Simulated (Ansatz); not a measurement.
**SiC (Moissanite): how G0W0 depends on its starting point**

How much of the starting functional survives in the G0W0 gap of SiC (Moissanite)?

Calculated with Ansatz 0.2.0; G0W0 on several functionals, plane waves, PAW.

Report form: the programs' logs are mostly left out.

In doubt: masses and optical values from hybrid runs of this build are listed as unsure (step 4), which bears on the screening that GW takes from such a start.

### Step 1. The starting structure

Symmetry: P6_3mc, No. 186, hexagonal system. The conventional cell has a = 3.081 Å, b = 3.081 Å, c = 15.125 Å, α = 90.00°, β = 90.00°, γ = 120.00°. Nearest to Si lie 4 C at 1.88 to 1.90 Å. Nearest to Si lie 4 C at 1.89 Å. Si has 4 C at 1.89 Å nearest. Nearest to C lie 4 Si at 1.88 to 1.89 Å. Nearest to C lie 4 Si at 1.89 Å. Nearest to C lie 4 Si at 1.89 to 1.90 Å. Farther neighbours are not listed.

The cell and positions come from the Crystallography Open Database and are kept as given unless a step says otherwise. The default PAW set here is soft_2. Its files were made with PBE.

### Step 2. G0W0 on LDA

G0W0 replaces the xc potential by the self-energy, built once from these orbitals. Only a window of levels is corrected, while the sums run over the empty bands that the input names.

This step: G0W0 on LDA, plane waves, PAW.

input.yaml reads:

```yaml
crystal:
  lattice:
    - [3.081, 0.0, 0.0]
    - [-1.5405, 2.6682242691, 0.0]
    - [0.0, 0.0, 15.1248]
  atoms:
    - { symbol: Si, position: [0.0, 0.0, 0.0] }
    - { symbol: Si, position: [0.0, 0.0, 0.5] }
    - { symbol: Si, position: [0.3333333333, 0.6666666667, 0.1664] }
    - { symbol: Si, position: [0.6666666667, 0.3333333333, 0.6664] }
    - { symbol: Si, position: [0.6666666667, 0.3333333333, 0.3329] }
    - { symbol: Si, position: [0.3333333333, 0.6666666667, 0.8329] }
    - { symbol: C, position: [0.3333333333, 0.6666666667, 0.0412] }
    - { symbol: C, position: [0.6666666667, 0.3333333333, 0.5412] }
    - { symbol: C, position: [0.6666666667, 0.3333333333, 0.208] }
    - { symbol: C, position: [0.3333333333, 0.6666666667, 0.708] }
    - { symbol: C, position: [0.0, 0.0, 0.3746] }
    - { symbol: C, position: [0.0, 0.0, 0.8746] }
kpoints:
  mp_grid: { grid: [6, 6, 2] }
hamiltonian:
  xc: lda
scf:
  occupations: { method: fixed }
gw:
  n_empty_bands: 265
  ecut_chi: 96
  qp_bands: [v4, c4]
  qp_kpoints: band_edges
  screening: { model: contour_deformation }
```

Launch:

```console
> ansatz run input.yaml --threads 3 --pin off --max-ram 92160MiB --backend cuda --events-out ev --progress --plain --runs-dir out --devices 1 --max-vram 13GiB  # rebuilt from the run's record
```

Wall time 31 s (1 × NVIDIA H100 80GB HBM3 (shared by 6 runs) with 3 threads of AMD EPYC 7R13 (Zen 3), shared host); peak memory 1.4 GiB; 50 s of CPU time.

Numbers from this step:

| Quantity | Value |
| --- | --- |
| bands summed | 289 |
| RPA ε∞ on this mesh (eigenvalues) | 6.987, 7.172, 7.172 |
| plane waves in the screening matrix | 295 |
| q-points in the mesh | 72 |
| G0W0 gap on the mesh | 2.713 eV |
| k of the valence top | 0, 0, 0 |
| k of the conduction bottom | 0, -0.5, 0 |
| starting gap on the mesh | 1.967 eV |
| Z at the valence top | 0.7902 |
| Z at the conduction bottom | 0.8144 |
| least direct G0W0 gap on the computed points | 3.926 eV |

The gap on the mesh goes from 1.97 eV to 2.71 eV, a correction of +0.75 eV. Between the two edge states, bare exchange in place of the xc potential would open the gap by 6.85 eV, and correlation takes back 6.10 eV.

### Step 3. G0W0 on PBE

The same correction from a different start measures what one shot leaves open.

This step: G0W0 on PBE, plane waves, PAW.

Changes to input.yaml since step 2:

```diff
@@ -21,3 +21,3 @@
 hamiltonian:
-  xc: lda
+  xc: pbe
 scf:
```

It took 44 s on 1 × NVIDIA H100 80GB HBM3 (shared by 6 runs) with 3 threads; peak memory 1.4 GiB.

Numbers from this step:

```yaml
bands_summed: 289
rpa_eps_infinity_on_this_mesh_eigenvalues: 6.876, 7.043, 7.043
plane_waves_in_the_screening_matrix: 295
q_points_in_the_mesh: 72
g0w0_gap_on_the_mesh: 2.712 eV
k_of_the_valence_top: 0, 0, 0
k_of_the_conduction_bottom: 0, -0.5, 0
starting_gap_on_the_mesh: 2.013 eV
z_at_the_valence_top: 0.7916
z_at_the_conduction_bottom: 0.8157
least_direct_g0w0_gap_on_the_computed_points: 3.927 eV
```

Against the run with 6×6×2 mesh, 265 empty bands, screening to 96 eV on LDA, the gap moves by −0.001 eV, while the start moved by +0.05 eV.

### Step 4. G0W0 on HSE06

This step: G0W0 on HSE06, plane waves, PAW.

Changes to input.yaml since step 3:

```diff
@@ -21,3 +21,3 @@
 hamiltonian:
-  xc: pbe
+  xc: hse06
 scf:
```

Elapsed: 65 s, on 1 × NVIDIA H100 80GB HBM3 (shared by 6 runs) with 3 threads; peak memory 2 GiB.

This step gave:

```yaml
bands_summed: 289
rpa_eps_infinity_on_this_mesh_eigenvalues: 5.673, 5.764, 5.764
plane_waves_in_the_screening_matrix: 295
g0w0_gap_on_the_mesh: 3.089 eV
k_of_the_valence_top: 0, 0, 0
k_of_the_conduction_bottom: 0, -0.5, 0
starting_gap_on_the_mesh: 2.903 eV
least_direct_g0w0_gap_on_the_computed_points: 4.338 eV
```

Against the run with 6×6×2 mesh, 265 empty bands, screening to 96 eV on PBE, the gap moves by +0.38 eV, while the start moved by +0.89 eV.

### Step 5. Side by side

All on the 6×6×2 mesh with 265 empty bands and screening to 96 eV. Times are wall times on 1 × NVIDIA H100 80GB HBM3 (shared by 6 runs) with 3 threads of AMD EPYC 7R13 (Zen 3), shared host, good to a factor of about two.

```
start  starting gap (eV)  shift (eV)  G0W0 gap (eV)  RPA ε∞ (harmonic mean)  Z (valence, conduction)  time
  LDA               1.97       +0.75           2.71                    7.11               0.79, 0.81  31 s
  PBE               2.01       +0.70           2.71                    6.99               0.79, 0.82  44 s
HSE06               2.90       +0.19           3.09                    5.73               0.81, 0.84  65 s
```

The parts of the quasiparticle energy at the two band edges (eV; QP = start + Σx + Σc − Vxc):

```csv
run,edge,start,Σx,Σc,Vxc,Z,QP
LDA,valence top,9.28,-18.32,2.21,-15.95,0.79,9.12
LDA,conduction bottom,11.24,-7.60,-3.89,-12.08,0.81,11.83
PBE,valence top,9.51,-18.33,2.27,-15.75,0.79,9.19
PBE,conduction bottom,11.53,-7.56,-3.84,-11.77,0.82,11.90
HSE06,valence top,8.91,-18.39,2.14,-16.31,0.81,8.98
HSE06,conduction bottom,11.81,-7.25,-3.78,-11.28,0.84,12.07
```

For a hybrid start, Vxc holds its share of exact exchange.

### Step 6. Results

```
G0W0@LDA     : 2.71 eV (start 1.97 eV)
G0W0@PBE     : 2.71 eV (start 2.01 eV)
G0W0@HSE06   : 3.09 eV (start 2.90 eV)
known limits : not at the basis limit
```

What this shows: The starting gaps span 0.94 eV and the G0W0 gaps 0.38 eV. Between LDA and HSE06, 0.38 eV of the 0.94 eV survives, 40 %. HSE06 screens less than LDA (ε∞ 5.73 against 7.11). Of the 0.38 eV by which its G0W0 gap is higher, the correlation part gives +0.18 eV, and exchange with the one-particle terms, which follow the orbitals, +0.19 eV. The smallest correction, +0.19 eV, is on HSE06, the start nearest to reproducing itself. Bands and cutoff are finite, so the gap is not at the basis limit. The miss can reach some tenths of an eV and take either sign; the mesh is an error of its own.

[Paths, hosts, dates, memory and timing lines, banners, echoed tables and standing remarks are left out of the program output.]

[Logs are printed without paths, hosts, clocks, repeated set-up lines and the standing remarks that a program may print on its own settings, such as how far it seeks lower states.]

[Runs of the session that timed out or met a known fault of the program may be left out.]

[Cells called generated may have been cut or substituted from an entry of the Crystallography Open Database or the Materials Project.]

[Hosts, paths, dates, database ids (printed as entryN), source tags and the programs' standing remarks are cut or masked in the printed files.]
